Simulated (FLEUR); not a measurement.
## Does KMnF3 carry moments in FLEUR?

Aim: find out whether KMnF3 carries moments when they start parallel, and what they gain.

Calculated with FLEUR MaX-R8.1; LDA (VWN); all-electron FLAPW, Dirac cores, scalar-relativistic bands.

### 1. Set-up

Symmetry: Pm-3m, No. 221, cubic system. Conventional cell: a = 4.189 Å, b = 4.189 Å, c = 4.189 Å, α = 90.00°, β = 90.00°, γ = 90.00°. Nearest to K lie 12 F at 2.96 Å. Mn has 6 F at 2.09 Å nearest. Nearest to F lie 2 Mn at 2.09 Å and 4 K at 2.96 Å. Farther neighbours and most contacts between anions are not listed.

Structure file:

```xyz
5
Lattice="4.1893 0.0000 0.0000 0.0000 4.1893 0.0000 0.0000 0.0000 4.1893" Properties=species:S:1:pos:R:3 pbc="T T T"
K     2.0947    2.0947    2.0947
Mn    0.0000    0.0000    0.0000
F     2.0947    0.0000    0.0000
F     0.0000    2.0947    0.0000
F     0.0000    0.0000    2.0947
```

### 2. Order 1, typed as ferro +

The parallel start is the test of whether parallel moments hold.

inpgen writes inp.xml from crystal.txt; cutoffs, mixing, functional, smearing and local orbitals are then set in the file. The k list default-1 (kpts.xml, not shown) is a Γ-centred 6×6×6 mesh; where the ranks do not divide the number of points, some are split in two of half the weight.

inp.xml

```
<?xml version="1.0" encoding="UTF-8" standalone="no"?>
<fleurInput fleurInputVersion="0.39">
   <comment>
      KMnF3
   </comment>
   <calculationSetup>
      <cutoffs Kmax="4.32" Gmax="13.0" GmaxXC="13.0" numbands="0"/>
      <scfLoop itmax="90" minDistance="0.00002" maxIterBroyd="15" imix="Anderson" alpha="0.05" precondParam="0.0" spinf="2.0" sdNocoIR="T"/>
      <coreElectrons ctail="T" frcor="F" kcrel="0" coretail_lmax="0"/>
      <xcFunctional name="vwn" relativisticCorrections="F"/>
      <magnetism jspins="2"/>
      <soc l_soc="F" theta="0.0" phi="0.0" spav="F"/>
      <expertModes spex="0" secvar="F"/>
      <geometryOptimization l_f="F" forcealpha="1.0" forcemix="BFGS" epsdisp="0.00001" epsforce="0.00001"/>
      <ldaU l_linMix="F" mixParam="0.05" spinf="1.0"/>
   </calculationSetup>
   <cell>
      <bzIntegration valenceElectrons="45.0" mode="hist" fermiSmearingEnergy="0.00110248">
         <kPointListSelection listName="default-1"/>
         <xi:include xmlns:xi="http://www.w3.org/2001/XInclude" href="kpts.xml"> </xi:include>
      </bzIntegration>
      <xi:include xmlns:xi="http://www.w3.org/2001/XInclude" href="sym.xml"> </xi:include>
      <bulkLattice scale="1.0">
         <bravaisMatrix>
            <row-1>    7.9166296537867797     0.0000000000000000     0.0000000000000000</row-1>
            <row-2>    0.0000000000000000     7.9166296537867797     0.0000000000000000</row-2>
            <row-3>    0.0000000000000000     0.0000000000000000     7.9166296537867797</row-3>
         </bravaisMatrix>
      </bulkLattice>
   </cell>
   <atomSpecies>
      <species name="Potassium (K)" element="K" atomicNumber="19">
         <mtSphere radius="2.8" gridPoints="925" logIncrement="0.013"/>
         <atomicCutoffs lmax="10" lnonsphr="8"/>
         <electronConfig flipSpins="F">
            <coreConfig>(1s1/2) (2s1/2) (2p1/2) (2p3/2)</coreConfig>
            <valenceConfig>(3s1/2) (3p1/2) (3p3/2) (4s1/2)</valenceConfig>
            <stateOccupation state="(4s1/2)" spinUp="0.500000" spinDown="0.500000"/>
         </electronConfig>
         <energyParameters s="4" p="4" d="3" f="4"/>
         <lo type="SCLO" l="0" n="3" eDeriv="0"/>
         <lo type="SCLO" l="1" n="3" eDeriv="0"/>
      </species>
      <species name="Manganese 4.502" element="Mn" atomicNumber="25">
         <mtSphere radius="2.47" gridPoints="817" logIncrement="0.015"/>
         <atomicCutoffs lmax="10" lnonsphr="8"/>
         <electronConfig flipSpins="F">
            <coreConfig>(1s1/2) (2s1/2) (2p1/2) (2p3/2)</coreConfig>
            <valenceConfig>(3s1/2) (3p1/2) (3p3/2) (4s1/2) (3d3/2) (3d5/2)</valenceConfig>
            <stateOccupation state="(3d3/2)" spinUp="1.751" spinDown="0.249"/>
            <stateOccupation state="(3d5/2)" spinUp="3.0" spinDown="0.0"/>
         </electronConfig>
         <energyParameters s="4" p="4" d="3" f="4"/>
         <lo type="SCLO" l="0" n="3" eDeriv="0"/>
         <lo type="SCLO" l="1" n="3" eDeriv="0"/>
      </species>
      <species name="Fluorine (F)" element="F" atomicNumber="9">
         <mtSphere radius="1.39" gridPoints="461" logIncrement="0.023"/>
         <atomicCutoffs lmax="6" lnonsphr="4"/>
         <electronConfig flipSpins="F">
            <coreConfig>(1s1/2)</coreConfig>
            <valenceConfig>(2s1/2) (2p1/2) (2p3/2)</valenceConfig>
            <stateOccupation state="(2p1/2)" spinUp="0.833333" spinDown="0.833333"/>
            <stateOccupation state="(2p3/2)" spinUp="1.666667" spinDown="1.666667"/>
         </electronConfig>
         <energyParameters s="2" p="2" d="3" f="4"/>
      </species>
   </atomSpecies>
   <atomGroups>
      <atomGroup species="Potassium (K)">
         <relPos label="                   1">1.000/2.000 1.000/2.000 1.000/2.000</relPos>
         <force calculate="T" relaxXYZ="TTT"/>
      </atomGroup>
      <atomGroup species="Manganese 4.502">
         <relPos label="                   2">.0000000000 .0000000000 .0000000000</relPos>
         <force calculate="T" relaxXYZ="TTT"/>
      </atomGroup>
      <atomGroup species="Fluorine (F)">
         <relPos label="                   3">1.000/2.000 .0000000000 .0000000000</relPos>
         <relPos label="                   4">.0000000000 1.000/2.000 .0000000000</relPos>
         <relPos label="                   5">.0000000000 .0000000000 1.000/2.000</relPos>
         <force calculate="T" relaxXYZ="TTT"/>
      </atomGroup>
   </atomGroups>
   <output dos="F" band="F" slice="F">
      <bandDOS minEnergy="-.5*Htr" maxEnergy="0.5*Htr" sigma="0.015" storeEVData="T"/>
      <plotting iplot="0" polar="F">
         <plot TwoD="T" vec1="  1.0  0.0  0.0" vec2="  0.0  1.0  0.0" vec3="  0.0  0.0  1.0" zero="  0.0  0.0  0.0" file="plot"/>
      </plotting>
      <moessbauerParams electricFieldGradient="F" isomerShift="F" coreHyperfine="F" valenceHyperfine="F"/>
   </output>
</fleurInput>
```

crystal.txt

```
KMnF3
&input film=F cartesian=F /
4.18930000000  0.00000000000  0.00000000000
0.00000000000  4.18930000000  0.00000000000
0.00000000000  0.00000000000  4.18930000000
1.8897261246
1.0 1.0 1.0

5
19 0.50000000000  0.50000000000  0.50000000000
25 0.00000000000  0.00000000000  0.00000000000 : 4.502
9 0.50000000000  0.00000000000  0.00000000000
9 0.00000000000  0.50000000000  0.00000000000
9 0.00000000000  0.00000000000  0.50000000000

&kpt div1=6 div2=6 div3=6 gamma=T /
```

Launch:

```bash
$ OMP_NUM_THREADS=1 inpgen -f crystal.txt > inpgen.log  # inp.xml is then edited as shown
$ OMP_NUM_THREADS=1 mpirun -n 2 fleur_MPI > fleur.log
```

Log:

```text
Welcome to FLEUR        (www.flapw.de)
      MaX-Release 8.1          (www.max-centre.eu)

 ========== k-point set info ==========
 Selected k-point list: default-1
 k-point list type: mesh
 6 x 6 x 6
 Number of k points: 20

 ------------Calculation Setup---------------------------
 Number of MPI-tasks      :            2
 Number of PE/node        :            2
 Number of OMP-threads    :            1
 k-points in parallel     :            2
 pe's per k-point         :            1
 No of k-point loops      :           10
 Eigenvalue solver        :       lapack
 Number of basis functions:          721
 Approximate size of matrices (H+S) per k-point:         0.008 GB
 --------------------------------------------------------
 Iteration:     1   Distance:      12.47199683 me/bohr^3
 Iteration:     2   Distance:      10.88725879 me/bohr^3
 Iteration:     3   Distance:       5.91303103 me/bohr^3
 Iteration:     4   Distance:       5.39704483 me/bohr^3
 Iteration:     5   Distance:       2.39745385 me/bohr^3
 Iteration:     6   Distance:       0.42955260 me/bohr^3
 Iteration:     7   Distance:       0.95420360 me/bohr^3
 Iteration:     8   Distance:       0.12108108 me/bohr^3
 Iteration:     9   Distance:       0.11350740 me/bohr^3
 Iteration:    10   Distance:       0.02112010 me/bohr^3
 Iteration:    11   Distance:       0.02264743 me/bohr^3
 Iteration:    12   Distance:       0.00408676 me/bohr^3
 Iteration:    13   Distance:       0.00044993 me/bohr^3
 Iteration:    14   Distance:       0.00041750 me/bohr^3
 Iteration:    15   Distance:       0.00004638 me/bohr^3
 Iteration:    16   Distance:       0.00004335 me/bohr^3
 Iteration:    17   Distance:       0.00001744 me/bohr^3

 ********************************************************************
 Run finished successfully
 Stop message:
   all done
 ********************************************************************

--- out.xml (last complete iteration) ---
<iteration numberForCurrentRun="   17" overallNumber="   17">
         [... left out ...]
         <bandgap value="0.9755825932" units="eV"/>
         <sumValenceSingleParticleEnergies value="-21.1283847930" units="Htr"/>
         <FermiEnergy value="0.2273559684" units="Htr"/>
         <valenceDensity>
            <mtCharges spin="1">
               <mtCharge atomType="1" total="3.9601996" s="1.0036607" p="2.9211181" d="0.0275086" f="0.0056669"/>
               <mtCharge atomType="2" total="9.2111793" s="1.1312424" p="3.1627042" d="4.8462233" f="0.0465463"/>
               <mtCharge atomType="3" total="2.8281280" s="0.8018392" p="2.0239783" d="0.0019956" f="0.0002617"/>
            </mtCharges>
            <mtCharges spin="2">
               <mtCharge atomType="1" total="3.9592981" s="1.0040004" p="2.9210902" d="0.0267589" f="0.0054035"/>
               <mtCharge atomType="2" total="4.5976742" s="1.1026940" p="3.1370719" d="0.2896563" f="0.0445685"/>
               <mtCharge atomType="3" total="2.7570504" s="0.7949802" p="1.9617582" d="0.0002321" f="0.0000647"/>
            </mtCharges>
            <spinDependentCharge spin="1" total="25.0000000" interstitial="3.3442371" mtSpheres="21.6557629"/>
            <spinDependentCharge spin="2" total="20.0000000" interstitial="3.1718764" mtSpheres="16.8281236"/>
            <totalCharge value="45.0000000000"/>
         </valenceDensity>
         [... left out ...]
         <allElectronCharges>
            <spinDependentCharge spin="1" total="38.0000000" interstitial="3.3442368" mtSpheres="34.6557632"/>
            <spinDependentCharge spin="2" total="33.0000000" interstitial="3.1718761" mtSpheres="29.8281239"/>
            <totalCharge value="70.9999999959"/>
         </allElectronCharges>
         <magneticMomentsInMTSpheres units="muBohr">
            <globalMagMoment atomType="1" vec="0.00000   0.00000   0.00090"/>
            <localMagMoment atomType="1" vec="0.00000   0.00000   0.00090"/>
            <globalMagMoment atomType="2" vec="0.00000   0.00000   4.61351"/>
            <localMagMoment atomType="2" vec="0.00000   0.00000   4.61351"/>
            <globalMagMoment atomType="3" vec="0.00000   0.00000   0.07108"/>
            <localMagMoment atomType="3" vec="0.00000   0.00000   0.07108"/>
         </magneticMomentsInMTSpheres>
         <moessbauerParams unitsHFF="kG" unitsIS="e/bohr^3" unitsEFG="Htr/bohr^2">
         </moessbauerParams>
         <totalEnergy value="    -2055.3831569651" units="Htr">
            <sumOfEigenvalues value="    -1164.9925476181">
               <coreElectrons value="-1143.8641628251"/>
               <valenceElectrons value="-21.1283847930"/>
            </sumOfEigenvalues>
            <densityCoulombPotentialIntegral value="-3088.9974593607"/>
            <densityEffectivePotentialIntegral value="-3236.6105891286"/>
            <chargeDenXCDenIntegral value="-111.6602682631"/>
            <FockExchangeEnergyValence value="0.0000000000"/>
            <FockExchangeEnergyCore value="0.0000000000"/>
            <atomTypeDependentContributions atomType="1">
               <electronNucleiInteractionDifferentMTs value="713.3494834559"/>
               <MadelungTerm value="-6.1776406191"/>
            </atomTypeDependentContributions>
            <atomTypeDependentContributions atomType="2">
               <electronNucleiInteractionDifferentMTs value="1379.4650228404"/>
               <MadelungTerm value="-8.6119651916"/>
            </atomTypeDependentContributions>
            <atomTypeDependentContributions atomType="3">
               <electronNucleiInteractionDifferentMTs value="347.5372980900"/>
               <MadelungTerm value="-15.7007903352"/>
            </atomTypeDependentContributions>
            <tkbTimesEntropy value="0.0000000000"/>
            <freeEnergy value="-2055.3831569651"/>
            <extrapolationTo0K value="-2055.3831569651"/>
         </totalEnergy>
         <densityConvergence units="me/bohr^3">
            <chargeDensity spin="1" distance="0.0000112302"/>
            <chargeDensity spin="2" distance="0.0000116620"/>
            <overallChargeDensity distance="0.0000174400"/>
            <spinDensity distance="0.0000148354"/>
         </densityConvergence>
      </iteration>
```

Run time: 79 s. Hardware: 2 MPI ranks of Arm Neoverse V1, shared host; peak memory 0.17 GiB.

Spin moment in the muffin-tin sphere by atom:

```csv
atom,spin moment in the muffin-tin sphere (μB)
K1,0.00
Mn2,4.61
F3,0.07
F4,0.07
F5,0.07
```

This step gave:

```
free energy                                                       : -55929.8250 eV
program's band gap on this mesh (in a metal only a level spacing) : 0.9756 eV
magnetization                                                     : 5 μB
final state                                                       : ferromagnetic
```

After 17 cycles the largest moment stands at 4.61 μB.

### 3. Run 2 (no spin polarisation)

Without spin polarisation no moment can form, so the difference from the other runs is what forming moments gains.

Edit inp.xml of step 2 so:

```diff
@@ -10,3 +10,3 @@
       <xcFunctional name="vwn" relativisticCorrections="F"/>
-      <magnetism jspins="2"/>
+      <magnetism jspins="1"/>
       <soc l_soc="F" theta="0.0" phi="0.0" spav="F"/>
@@ -43,3 +43,3 @@
       </species>
-      <species name="Manganese 4.502" element="Mn" atomicNumber="25">
+      <species name="Manganese (Mn)" element="Mn" atomicNumber="25">
          <mtSphere radius="2.47" gridPoints="817" logIncrement="0.015"/>
@@ -49,4 +49,4 @@
             <valenceConfig>(3s1/2) (3p1/2) (3p3/2) (4s1/2) (3d3/2) (3d5/2)</valenceConfig>
-            <stateOccupation state="(3d3/2)" spinUp="1.751" spinDown="0.249"/>
-            <stateOccupation state="(3d5/2)" spinUp="3.0" spinDown="0.0"/>
+            <stateOccupation state="(3d3/2)" spinUp="1.000000" spinDown="1.000000"/>
+            <stateOccupation state="(3d5/2)" spinUp="1.500000" spinDown="1.500000"/>
          </electronConfig>
@@ -73,3 +73,3 @@
       </atomGroup>
-      <atomGroup species="Manganese 4.502">
+      <atomGroup species="Manganese (Mn)">
          <relPos label="                   2">.0000000000 .0000000000 .0000000000</relPos>
```

Edit crystal.txt of step 2 so:

```diff
@@ -10,3 +10,3 @@
 19 0.50000000000  0.50000000000  0.50000000000
-25 0.00000000000  0.00000000000  0.00000000000 : 4.502
+25 0.00000000000  0.00000000000  0.00000000000
 9 0.50000000000  0.00000000000  0.00000000000
```

Log:

```text
[banner, memory and clock lines left out]
Welcome to FLEUR        (www.flapw.de)
      MaX-Release 8.1          (www.max-centre.eu)

 ========== k-point set info ==========
 Selected k-point list: default-1
 k-point list type: mesh
 6 x 6 x 6
 Number of k points: 20

 ------------Calculation Setup---------------------------
 Number of PE/node        :            2
 Number of OMP-threads    :            1
 k-points in parallel     :            2
 pe's per k-point         :            1
 No of k-point loops      :           10
 Eigenvalue solver        :       lapack
 Number of basis functions:          721
 Approximate size of matrices (H+S) per k-point:         0.008 GB
 Iteration:     1   Distance:      25.74122132 me/bohr^3
 Iteration:     2   Distance:      23.78273036 me/bohr^3
 Iteration:     3   Distance:      10.82094179 me/bohr^3
 Iteration:     4   Distance:      11.81025794 me/bohr^3
 Iteration:     5   Distance:       8.30844964 me/bohr^3
 Iteration:     6   Distance:       1.81112095 me/bohr^3
 Iteration:     7   Distance:       0.61254144 me/bohr^3
 Iteration:     8   Distance:       0.69956618 me/bohr^3
 Iteration:     9   Distance:       0.20257457 me/bohr^3
 Iteration:    10   Distance:       0.15717583 me/bohr^3
 Iteration:    11   Distance:       0.04240433 me/bohr^3
 Iteration:    12   Distance:       0.00506476 me/bohr^3
 Iteration:    13   Distance:       0.00468528 me/bohr^3
 Iteration:    14   Distance:       0.00077340 me/bohr^3
 Iteration:    15   Distance:       0.00080140 me/bohr^3
 Iteration:    16   Distance:       0.00074554 me/bohr^3
 Iteration:    17   Distance:       0.00008206 me/bohr^3
 Iteration:    18   Distance:       0.00002389 me/bohr^3
 Iteration:    19   Distance:       0.00000874 me/bohr^3

 ********************************************************************
 Run finished successfully
 Stop message:
   all done
 ********************************************************************

--- out.xml (last complete iteration) ---
<iteration numberForCurrentRun="   19" overallNumber="   19">
         [... left out ...]
         <bandgap value="0.0008372922" units="eV"/>
         <sumValenceSingleParticleEnergies value="-21.2764700038" units="Htr"/>
         <FermiEnergy value="0.2142338285" units="Htr"/>
         <valenceDensity>
            <mtCharges spin="1">
               <mtCharge atomType="1" total="7.9161312" s="2.0062089" p="5.8406177" d="0.0536915" f="0.0112201"/>
               <mtCharge atomType="2" total="13.8890095" s="2.2127955" p="6.2803150" d="5.2595225" f="0.0892109"/>
               <mtCharge atomType="3" total="5.5617899" s="1.5952056" p="3.9634614" d="0.0027387" f="0.0003068"/>
            </mtCharges>
            <spinDependentCharge spin="1" total="45.0000000" interstitial="6.5094895" mtSpheres="38.4905105"/>
            <totalCharge value="45.0000000000"/>
         </valenceDensity>
         [... left out ...]
         <totalEnergy value="    -2055.2852504080" units="Htr">
            <sumOfEigenvalues value="    -1165.5910480662">
               <coreElectrons value="-1144.3145780623"/>
               <valenceElectrons value="-21.2764700038"/>
            </sumOfEigenvalues>
            <densityCoulombPotentialIntegral value="-3089.3012225661"/>
            <densityEffectivePotentialIntegral value="-3236.5656729615"/>
            <chargeDenXCDenIntegral value="-111.4035728799"/>
            <FockExchangeEnergyValence value="0.0000000000"/>
            <FockExchangeEnergyCore value="0.0000000000"/>
         [... left out ...]
            <tkbTimesEntropy value="0.0013225310"/>
            <freeEnergy value="-2055.2865729390"/>
            <extrapolationTo0K value="-2055.2859116735"/>
         </totalEnergy>
         <densityConvergence units="me/bohr^3">
            <chargeDensity spin="1" distance="0.0000087391"/>
         </densityConvergence>
      </iteration>
```

The job ended after 46 s (2 MPI ranks; peak memory 0.14 GiB).

Read from the output:

```yaml
free_energy: -55927.1968 eV
program_s_band_gap_on_this_mesh_in_a_metal_only_a_level_spacing: 8.37e-4 eV
final_state: non-magnetic (no spin polarisation)
```

It lies 2628 meV a seeded atom over the first start.

### 4. Ranking

Free energies are divided by the number of seeded atoms.

Orders:

```csv
start,final state,typed order kept,energy over the lowest (meV a seeded atom),largest sphere moment (μB),net moment (μB a primitive cell),mesh matched,CPU time (s)
ferro +,ferromagnetic,yes,0,4.614,5,yes,156.9
no spin polarisation,non-magnetic,-,2628,0,0,yes,91.53
```

### 5. Summary of results

```
lower run                          : with moments
largest site spin moment           : 4.61 μB
energy gained by spin polarisation : 2628 meV a seeded atom
```

In words: The crystal holds moments, up to 4.61 μB, and the spinless run lies 2628 meV a seeded atom higher. No antiferromagnetic order was tried, so the session says nothing on how the moments order.

[Logs and program files are shortened in this print: banners, set-up blocks, solver, clock and traceback lines can be left out without a mark of their own.]

[Logs are printed without paths, hosts, clocks, repeated set-up lines and the standing remarks that a program may print on its own settings, such as how far it seeks lower states.]

[Hosts, paths, dates, database ids (printed as entryN), source tags and the programs' standing remarks are cut or masked in the printed files.]

[Where a cell is said to come from a database of computed structures, the database is the Materials Project.]
